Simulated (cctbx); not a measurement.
## BaSrFeBiS6 with cctbx, script by script

Library: cctbx 2025.11. The data are simulated by the first script.

## 1. Simulate the data

run.py:

```python
from cctbx import adptbx, crystal, miller, sgtbx, xray
from cctbx.array_family import flex
from iotbx.shelx import hklf
from scitbx import matrix
import scitbx.random

cs = crystal.symmetry(unit_cell=(9.725, 9.725, 9.725, 90, 90, 90), space_group_symbol='Hall: F -4 2 3')  # F-43m
atoms = [  # label, site, U (iso, or U11 U22 U33 U12 U13 U23 in A^2), occupancy
    ("Bi1", (0, 0, 0), (0.0100, 0.0100, 0.0100, 0.0000, 0.0000, 0.0000), 1),
    ("Ba1", (0.25, 0.25, 0.25), (0.0182, 0.0182, 0.0182, -0.0000, 0.0000, 0.0000), 1),
    ("Sr1", (0.25, 0.25, 0.75), (0.0202, 0.0202, 0.0202, 0.0000, -0.0000, 0.0000), 1),
    ("Fe1", (0.5, 0, 0), (0.0205, 0.0205, 0.0205, 0.0000, 0.0000, 0.0000), 1),
    ("S1", (0.5, 0, 0.7505), (0.0233, 0.0233, 0.0101, 0.0049, 0.0000, 0.0000), 1),
]
xs = xray.structure(crystal_symmetry=cs)
for label, site, u, occ in atoms:
    u = adptbx.u_cif_as_u_star(cs.unit_cell(), u) if isinstance(u, tuple) else u
    xs.add_scatterer(xray.scatterer(label, site=site, u=u, occupancy=occ))
xs.set_inelastic_form_factors(1.54184, "sasaki")
xs.show_summary()
p1 = xs.expand_to_p1()
ms = miller.build_set(p1, anomalous_flag=True, d_min=0.8)
flex.set_random_seed(401670)
scitbx.random.set_random_seed(401670)
ms = ms.select(flex.random_double(ms.size()) < 0.5)
i = ms.structure_factors_from_scatterers(p1, algorithm="direct").f_calc().as_intensity_array().data()
i = i * 20000 / flex.max(i)
sig = flex.sqrt(i + flex.pow2(0.015 * i) + 8 ** 2)
noise = scitbx.random.variate(scitbx.random.normal_distribution())(i.size())
data = ms.array(data=i + sig * noise, sigmas=sig).set_observation_type_xray_intensity()
with open("data.hkl", "w") as f:
    data.export_as_shelx_hklf(f)
print("reflections written:", data.size(), " <I/sigma> = %.1f" % flex.mean(data.data() / data.sigmas()))
for h, a, b in list(data.sort("data"))[:12]:
    print("%4d%4d%4d %9.1f %7.1f" % (h + (a, b)))
```

```console
$ python run.py
```

```text
Number of scatterers: 5
At special positions: 5
Unit cell: (9.725, 9.725, 9.725, 90, 90, 90)
Space group: F -4 3 m (No. 216)
reflections written: 3712  <I/sigma> = 5.9
   4   0   0   20415.9   331.8
   0   0   4   20299.7   331.8
   0   0  -4   20147.9   331.8
   4   0   4   13928.6   236.4
   0   4   4   13910.1   236.4
   4  -4   0   13784.8   236.4
  -4   4   0   13699.2   236.4
   4   4   4   10463.3   183.7
   4  -4  -4   10419.8   183.7
   4  -4   4   10146.6   183.7
  -4   4  -4   10026.1   183.7
  -2   0   2    8827.5   161.8
```

It took 0.45 s on 1 thread of Arm Neoverse N1, with other jobs on the host, peak memory 0.07 GiB.

## 2. Symmetry

run.py:

```python
from cctbx import crystal, sgtbx, statistics
from cctbx.array_family import flex
from iotbx.shelx import hklf

p1 = crystal.symmetry(unit_cell=(9.725, 9.725, 9.725, 90, 90, 90), space_group_symbol="P 1")
raw = hklf.reader(file_name="data.hkl").as_miller_arrays(crystal_symmetry=p1, anomalous=True)[0]
print(raw.size(), "reflections to d = %.3f A" % raw.d_min())
isig = raw.data() / raw.sigmas()
print("centring   violations  <I/sigma> of those")
best = "P"
for c in "ABCIRF":
    a = raw.customized_copy(space_group_info=sgtbx.space_group_info("Hall: %s 1" % c)).sys_absent_flags().data()
    m = flex.mean(isig.select(a))
    print("%5s %10d of %5d %8.1f" % (c, (isig.select(a) > 4).count(True), a.count(True), m))
    if (isig.select(a) > 4).count(True) < 0.01 * a.count(True):
        best = c
raw = raw.select(~raw.customized_copy(space_group_info=sgtbx.space_group_info("Hall: %s 1" % best)).sys_absent_flags().data())
isig = raw.data() / raw.sigmas()
rows = []
for s in sgtbx.space_group_symbol_iterator():
    g = sgtbx.space_group(s)
    if g.conventional_centring_type_symbol() != best or not g.is_compatible_unit_cell(p1.unit_cell(), 1e-3, 0.02):
        continue
    rows.append((s, g))
print("Laue class    unique    Rint  (classes that these axes allow; Friedel mates merged)")
rint = {}
for s, g in rows:
    laue = g.build_derived_patterson_group()
    key = laue.type().hall_symbol()
    if key not in rint:
        m = raw.customized_copy(space_group_info=laue.info(), anomalous_flag=False).merge_equivalents()
        rint[key] = m.r_int()
        print("%-14s %6d %7.3f" % (laue.type().lookup_symbol(), m.array().size(), m.r_int()))
floor = min(rint.values())
good = [(s, g) for s, g in rows if rint[g.build_derived_patterson_group().type().hall_symbol()] < 2 * floor + 0.03]
top = max(g.build_derived_patterson_group().order_z() for s, g in good)
print("space group    extra absences  I>4sigma  <I/sigma>")
for s, g in good:
    laue = g.build_derived_patterson_group()
    if laue.order_z() != top:
        continue
    a = raw.customized_copy(space_group_info=g.info()).sys_absent_flags().data()
    a &= ~raw.customized_copy(space_group_info=laue.info()).sys_absent_flags().data()
    bad = (isig.select(a) > 4).count(True)
    if bad <= 0.03 * a.count(True):
        print("%-16s %8d %10d %9s  %s" % (s.universal_hermann_mauguin(), a.count(True), bad, "%.1f" % flex.mean(isig.select(a)) if a.count(True) else "-", "centric" if g.is_centric() else "acentric"))
laue = max(good, key=lambda t: t[1].build_derived_patterson_group().order_z())[1].build_derived_patterson_group()
f = raw.customized_copy(space_group_info=laue.info(), anomalous_flag=False).merge_equivalents().array().eliminate_sys_absent().f_sq_as_f()
f.set_observation_type_xray_amplitude()
bins = max(3, min(8, f.size() // 12))
f.setup_binner(n_bins=bins)
w = statistics.wilson_plot(f, {e: n / laue.order_z() for e, n in {'Bi': 4.0, 'Ba': 4.0, 'Sr': 4.0, 'Fe': 4.0, 'S': 24.0}.items()}, e_statistics=True)
print("Wilson B = %.2f A^2   <|E^2-1|> = %.3f (0.968 centric, 0.736 acentric)   E^2>4: %.1f %%" % (w.wilson_b, w.mean_e_sq_minus_1, w.percent_e_sq_gt_2))
print("shell (A)         n   <I/sigma>")
m = raw.customized_copy(space_group_info=laue.info(), anomalous_flag=False).merge_equivalents().array().eliminate_sys_absent()
for b in m.setup_binner(n_bins=bins).range_used():
    sel = m.binner().selection(b)
    print("%5.2f - %4.2f %6d %8.1f" % (min(m.binner().bin_d_range(b)[0] if m.binner().bin_d_range(b)[0] > 0 else 99, 99), m.binner().bin_d_range(b)[1], sel.count(True), flex.mean((m.data() / m.sigmas()).select(sel))))
```

```console
$ python run.py
```

```text
3712 reflections to d = 0.802 A
centring   violations  <I/sigma> of those
    A          0 of  1844     -0.0
    B          0 of  1850     -0.0
    C          0 of  1858     -0.0
    I        470 of  1871      4.8
    R        611 of  2455      5.9
    F          0 of  2776     -0.0
Laue class    unique    Rint  (classes that these axes allow; Friedel mates merged)
F m m m           268   0.049
F m -3             99   0.051
F m -3 m           73   0.052
space group    extra absences  I>4sigma  <I/sigma>
F 4 3 2                 0          0         -  acentric
F -4 3 m                0          0         -  acentric
F m -3 m                0          0         -  centric
Wilson B = 1.18 A^2   <|E^2-1|> = 0.728 (0.968 centric, 0.736 acentric)   E^2>4: 0.0 %
shell (A)         n   <I/sigma>
 5.61 - 1.45     18     59.6
 1.45 - 1.15     11     57.8
 1.15 - 1.01     11     69.9
 1.01 - 0.92     12     54.3
 0.92 - 0.85      7     56.5
 0.85 - 0.80     14     47.4
```

Time: 0.52 s.

## 3. Charge flipping

run.py:

```python
import itertools
from cctbx import crystal, maptbx
from cctbx.array_family import flex
from iotbx.shelx import hklf
from smtbx.ab_initio import charge_flipping as cf

cs = crystal.symmetry(unit_cell=(9.725, 9.725, 9.725, 90, 90, 90), space_group_symbol='Hall: F -4 2 3')  # F-43m
raw = hklf.reader(file_name="data.hkl").as_miller_arrays(crystal_symmetry=cs, anomalous=True)[0]
merged = raw.eliminate_sys_absent().merge_equivalents()
fo2 = merged.array().set_observation_type_xray_intensity()
f = fo2.average_bijvoet_mates().f_sq_as_f().resolution_filter(d_min=0.8)
p1 = f.expand_to_p1()
work = p1
flex.set_random_seed(38668)
it = cf.weak_reflection_improved_iterator(delta=None, weak_reflection_fraction=0.2)
it.start(work, phases=flex.random_double(p1.size()) * 6.2832, f_000=0)
it.delta = 1.1 * it.rho_map.sigma()
print("cycle      R  skewness")
for n, st in enumerate(itertools.islice(it, 100)):
    if n % 8 == 0:
        print("%5d %6.3f %8.2f" % (n, st.r1_factor(), st.rho_map.skewness()))
rho = p1.phase_transfer(it.f_calc).fft_map().apply_volume_scaling()
polish = cf.low_density_elimination_iterator(constant_rho_c=rho.sigma())
polish.start(f_obs=p1, phases=it.f_calc, f_000=0)
for _ in range(8):
    next(polish)
print("origin shift          correlation  skewness")
maps = []
for fc, shift, cc in itertools.islice(cf.f_calc_symmetrisations(f, polish.f_calc, 0), 4):
    m = f.phase_transfer(fc).fft_map(symmetry_flags=maptbx.use_space_group_symmetry, resolution_factor=0.25).apply_sigma_scaling()
    maps.append((m.skewness(), cc, m))
    print("%6.3f %6.3f %6.3f %10.3f %9.2f" % (tuple(shift) + (cc, m.skewness())))
skew, cc, m = max((t for t in maps if t[1] > maps[0][1] - 0.04), key=lambda t: t[0])
print("taken: symmetry correlation %.3f, skewness %.2f" % (cc, skew))
peaks = m.peak_search(parameters=maptbx.peak_search_parameters(min_distance_sym_equiv=0.9, max_clusters=10)).all()
sps = cs.special_position_settings(min_distance_sym_equiv=0.5)
print("peak      x       y       z  mult  height/sigma")
for k, (x, h) in enumerate(zip(peaks.sites(), peaks.heights())):
    ss = sps.site_symmetry(x)
    print("Q%-3d %7.4f %7.4f %7.4f %4d %8.1f" % ((k + 1,) + tuple(t % 1 for t in ss.exact_site()) + (ss.multiplicity(), h)))
```

```console
$ python run.py
```

```text
cycle      R  skewness
    0  0.454     0.36
    8  0.366     2.63
   16  0.335     4.84
   24  0.293     4.95
   32  0.277     5.15
   40  0.257     5.28
   48  0.241     5.41
   56  0.238     5.42
   64  0.234     5.37
   72  0.229     5.47
   80  0.226     5.47
   88  0.232     5.55
   96  0.237     5.57
origin shift          correlation  skewness
 0.206  0.239  0.048      0.913      0.65
 0.071  0.141  0.145      0.875      0.36
 0.142  0.021  0.051      0.906      3.90
 0.176 -0.004  0.028      0.878      1.17
taken: symmetry correlation 0.906, skewness 3.90
peak      x       y       z  mult  height/sigma
Q1    0.0000  0.0000  0.5000    4     18.0
Q2    0.2500  0.2500  0.7500    4     16.1
Q3    0.0000  0.0000  0.0000    4     13.3
Q4    0.0000  0.0000  0.2465   24      4.2
Q5    0.9997  0.2500  0.2500   24      3.8
Q6    0.2500  0.2500  0.2500    4      3.2
Q7    0.0360  0.1651  0.1651   48      2.7
Q8    0.0904  0.0904  0.2766   48      2.6
Q9    0.0988  0.0988  0.7955   48      2.2
Q10   0.0243  0.1482  0.6482   48      1.9
```

Time: 0.75 s.

## 4. Refinement (model from the peaks)

run.py:

```python
import math
from cctbx import adptbx, crystal, maptbx, sgtbx, xray
from cctbx.array_family import flex
from cctbx.xray import observations
from iotbx.shelx import hklf
from scitbx.lstbx import normal_eqns_solving
from smtbx import absolute_structure, utils
from smtbx.refinement import constraints, least_squares

cs = crystal.symmetry(unit_cell=(9.725, 9.725, 9.725, 90, 90, 90), space_group_symbol='Hall: F -4 2 3')  # F-43m
atoms = [  # label, site, U (iso, or U11 U22 U33 U12 U13 U23 in A^2), occupancy
    ("Fe1", (0, 0, 0.5), 0.0200, 1),
    ("Ba1", (0.25, 0.25, 0.75), 0.0200, 1),
    ("Sr1", (0, 0, 0), 0.0200, 1),
    ("S1", (0, 0, 0.2465), 0.0200, 1),
]
xs = xray.structure(crystal_symmetry=cs)
for label, site, u, occ in atoms:
    u = adptbx.u_cif_as_u_star(cs.unit_cell(), u) if isinstance(u, tuple) else u
    xs.add_scatterer(xray.scatterer(label, site=site, u=u, occupancy=occ))
xs.set_inelastic_form_factors(1.54184, "sasaki")
raw = hklf.reader(file_name="data.hkl").as_miller_arrays(crystal_symmetry=cs, anomalous=True)[0]
merged = raw.eliminate_sys_absent().merge_equivalents()
fo2 = merged.array().set_observation_type_xray_intensity()
print("Rint %.3f, %d unique reflections to %.2f A" % (merged.r_int(), fo2.size(), fo2.d_min()))
for sc in xs.scatterers():
    sc.flags.set_grad_site(True)
    sc.flags.set_grad_u_aniso(sc.flags.use_u_aniso())
    sc.flags.set_grad_u_iso(sc.flags.use_u_iso())
obs = fo2.as_xray_observations()
extra = {}
rep = constraints.reparametrisation(xs, [], utils.connectivity_table(xs), **extra)
ls = least_squares.crystallographic_ls(obs, rep, weighting_scheme=least_squares.mainstream_shelx_weighting(a=0, b=0))
print("cycle     R1     wR2    GooF  max shift (A)")
for cycle in range(6):
    ls.build_up()
    r1, wr2, goof = ls.r1_factor(cutoff_factor=2)[0], ls.wR2(), ls.goof()
    old = xs.sites_cart()
    normal_eqns_solving.levenberg_marquardt_iterations(ls, n_max_iterations=3, tau=0.0001, step_threshold=1e-7)
    big = flex.max((xs.sites_cart() - old).norms())
    print("%4d %7.4f %7.4f %7.3f %9.5f" % (cycle + 1, r1, wr2, goof, big))
    ls.build_up(objective_only=True)
    if abs(ls.wR2() - wr2) < 5e-5 and big < 5e-4:
        break
ls.build_up()
print("final R1 %.4f wR2 %.4f GooF %.3f  parameters %d  data/parameter %.1f" % (ls.r1_factor(cutoff_factor=2)[0], ls.wR2(), ls.goof(), ls.n_parameters, fo2.size() / ls.n_parameters))
cov = ls.covariance_matrix_and_annotations()
su = dict(zip(cov.annotations, (math.sqrt(max(v, 0)) for v in cov.matrix.matrix_packed_u_diagonal())))
a2 = cs.unit_cell().reciprocal_parameters()[0] ** -2
print("atom        x        y        z      Ueq    occ   su(xyz)  su(Uiso or U11)")
for sc in xs.scatterers():
    s = max(su.get(sc.label + k, 0) for k in (".x", ".y", ".z"))
    npd = "" if sc.is_positive_definite_u(cs.unit_cell()) else "  NPD"
    print("%-5s %8.5f %8.5f %8.5f %8.4f %6.3f %8.5f %7.4f%s" % ((sc.label,) + sc.site + (sc.u_iso_or_equiv(cs.unit_cell()), sc.occupancy, s, su.get(sc.label + ".uiso", su.get(sc.label + ".u11", 0) * a2), npd)))
fo = fo2.f_sq_as_f()
fc = fo.structure_factors_from_scatterers(xs, algorithm="direct").f_calc()
diff = fo.f_obs_minus_f_calc(1 / math.sqrt(ls.scale_factor()), fc).average_bijvoet_mates()
m = diff.fft_map(symmetry_flags=maptbx.use_space_group_symmetry, resolution_factor=0.25).apply_volume_scaling()
print("difference map: max %.2f min %.2f rms %.2f" % (m.statistics().max(), m.statistics().min(), m.statistics().sigma()))
peaks = m.peak_search(parameters=maptbx.peak_search_parameters(min_distance_sym_equiv=0.6, max_clusters=6)).all()
near = xs.closest_distances(peaks.sites(), distance_cutoff=4)
sps = cs.special_position_settings(min_distance_sym_equiv=0.5)
for k, (x, h) in enumerate(zip(peaks.sites(), peaks.heights())):
    ss = sps.site_symmetry(x)
    print("Q%-3d %7.4f %7.4f %7.4f %4d %7.2f  %.2f A from %s" % ((k + 1,) + tuple(t % 1 for t in ss.exact_site()) + (ss.multiplicity(), h, near.smallest_distances[k], xs.scatterers()[near.i_seqs[k]].label)))
```

```console
$ python run.py
```

```text
Rint 0.020, 125 unique reflections to 0.80 A
cycle     R1     wR2    GooF  max shift (A)
   1  0.2715  0.5898  41.763   0.03446
   2  0.2332  0.4936  34.957   0.02291
   3  0.2428  0.4616  32.688   0.00558
   4  0.3183  0.6117  43.318   0.17423
   5  0.2951  0.5662  40.098   0.07257
   6  0.2724  0.5271  37.325   0.13806
final R1 0.2551 wR2 0.4861 GooF 34.425  parameters 5  data/parameter 25.0
atom        x        y        z      Ueq    occ   su(xyz)  su(Uiso or U11)
Fe1    0.00000  0.00000  0.50000   0.0001  1.000  0.00000  0.0208
Ba1    0.25000  0.25000  0.75000   0.0002  1.000  0.00000  0.0032
Sr1    0.00000  0.00000  0.00000   0.0151  1.000  0.00000  0.0178
S1     0.00000  0.00000  0.25672   0.0333  1.000  0.00923  0.0089
difference map: max 59.37 min -3.11 rms 2.13
Q1    0.0000  0.0000  0.5000    4   59.37  0.00 A from Fe1
Q2    0.0000  0.0000  0.0000    4   43.88  0.00 A from Sr1
Q3    0.2500  0.2500  0.2500    4   27.63  3.44 A from S1
Q4    0.2500  0.2500  0.7500    4    6.90  0.00 A from Ba1
Q5    0.0004  0.2500  0.2500   24    4.02  2.43 A from S1
Q6    0.0000  0.0000  0.3744   24    2.11  1.14 A from S1
```

Time: 0.79 s.

Figures of merit this high mean that the model is still wrong or incomplete.

## 5. Refinement (atoms added from the difference map)

run.py, as its changes from the last script of this kind:

```diff
@@ -12,4 +12,5 @@
-    ("Fe1", (0, 0, 0.5), 0.0200, 1),
-    ("Ba1", (0.25, 0.25, 0.75), 0.0200, 1),
-    ("Sr1", (0, 0, 0), 0.0200, 1),
-    ("S1", (0, 0, 0.2465), 0.0200, 1),
+    ("Fe1", (0, 0, 0.5), 0.0030, 1),
+    ("Ba1", (0.25, 0.25, 0.75), 0.0030, 1),
+    ("Sr1", (0, 0, 0), 0.0151, 1),
+    ("S1", (0, 0, 0.25672), 0.0333, 1),
+    ("Bi1", (0.25, 0.25, 0.25), 0.0200, 1),
@@ -60 +61 @@
-peaks = m.peak_search(parameters=maptbx.peak_search_parameters(min_distance_sym_equiv=0.6, max_clusters=6)).all()
+peaks = m.peak_search(parameters=maptbx.peak_search_parameters(min_distance_sym_equiv=0.6, max_clusters=5)).all()
```

```console
$ python run.py
```

```text
Rint 0.020, 125 unique reflections to 0.80 A
cycle     R1     wR2    GooF  max shift (A)
   1  0.4762  0.7197  51.179   0.15709
   2  0.2093  0.4559  32.419   0.06193
   3  0.1648  0.3373  23.987   0.01446
   4  0.2063  0.4137  29.419   0.06904
   5  0.1680  0.3308  23.525   0.13286
   6  0.1937  0.3934  27.975   0.34563
final R1 0.1691 wR2 0.3316 GooF 23.581  parameters 6  data/parameter 20.8
atom        x        y        z      Ueq    occ   su(xyz)  su(Uiso or U11)
Fe1    0.00000  0.00000  0.50000   0.0001  1.000  0.00000  0.0277
Ba1    0.25000  0.25000  0.75000   0.0755  1.000  0.00000  0.0122
Sr1    0.00000  0.00000  0.00000   0.0031  1.000  0.00000  0.0178
S1     0.00000  0.00000  0.28901   0.2383  1.000  0.02062  0.0769
Bi1    0.25000  0.25000  0.25000   0.0109  1.000  0.00000  0.0033
difference map: max 23.29 min -8.44 rms 2.08
Q1    0.2500  0.2500  0.2500    4   27.06  0.00 A from Bi1
Q2    1.0000  0.2500  0.2500   24   22.13  2.43 A from Ba1
Q3    0.0000  0.0000  0.2508   24   20.28  0.37 A from S1
Q4    0.2500  0.2500  0.7500    4    9.29  0.00 A from Ba1
Q5    0.0000  0.0000  0.0000    4    8.30  0.00 A from Sr1
```

Time: 0.84 s.

Figures of merit this high mean that the model is still wrong or incomplete.

## 6. Charge flipping

run.py, as its changes from the last script of this kind:

```diff
@@ -13,2 +13,3 @@
-work = p1
-flex.set_random_seed(38668)
+p1.setup_binner_counting_sorted(reflections_per_bin=max(40, p1.size() // 12))
+work = p1.array(data=p1.data() / p1.amplitude_quasi_normalisations().data())
+flex.set_random_seed(38669)
@@ -19,2 +20,2 @@
-for n, st in enumerate(itertools.islice(it, 100)):
-    if n % 8 == 0:
+for n, st in enumerate(itertools.islice(it, 200)):
+    if n % 16 == 0:
```

```console
$ python run.py
```

```text
cycle      R  skewness
    0  0.451     0.49
   16  0.360     3.07
   32  0.259     6.80
   48  0.246     6.59
   64  0.252     6.64
   80  0.242     6.78
   96  0.257     6.82
  112  0.282     6.84
  128  0.287     6.77
  144  0.297     6.86
  160  0.301     6.75
  176  0.306     6.64
  192  0.313     6.61
origin shift          correlation  skewness
 0.114  0.369  0.107      0.973      8.52
 0.150  0.256  0.124      0.918      0.75
 0.001  0.105  0.033      0.933      0.43
 0.025  0.351 -0.002      0.889      0.53
taken: symmetry correlation 0.973, skewness 8.52
peak      x       y       z  mult  height/sigma
Q1    0.2500  0.2500  0.2500    4     25.2
Q2    0.0000  0.0000  0.5000    4     19.2
Q3    0.0000  0.0000  0.0000    4     15.8
Q4    0.2500  0.2500  0.7500    4      8.4
Q5    0.9924  0.2500  0.2500   24      3.1
Q6    0.0000  0.0000  0.1284   24      2.9
Q7    0.0548  0.0548  0.0548   16      2.7
Q8    0.0000  0.0000  0.2696   24      2.2
Q9    0.0740  0.0740  0.3296   48      1.5
Q10   0.1278  0.2500  0.2500   24      1.3
```

It took 0.86 s on 1 thread of Arm Neoverse N1, on a shared host, peak memory 0.08 GiB.

[Logs are printed without paths, hosts, clocks, repeated set-up lines and the standing remarks that a program may print on its own settings, such as how far it seeks lower states.]
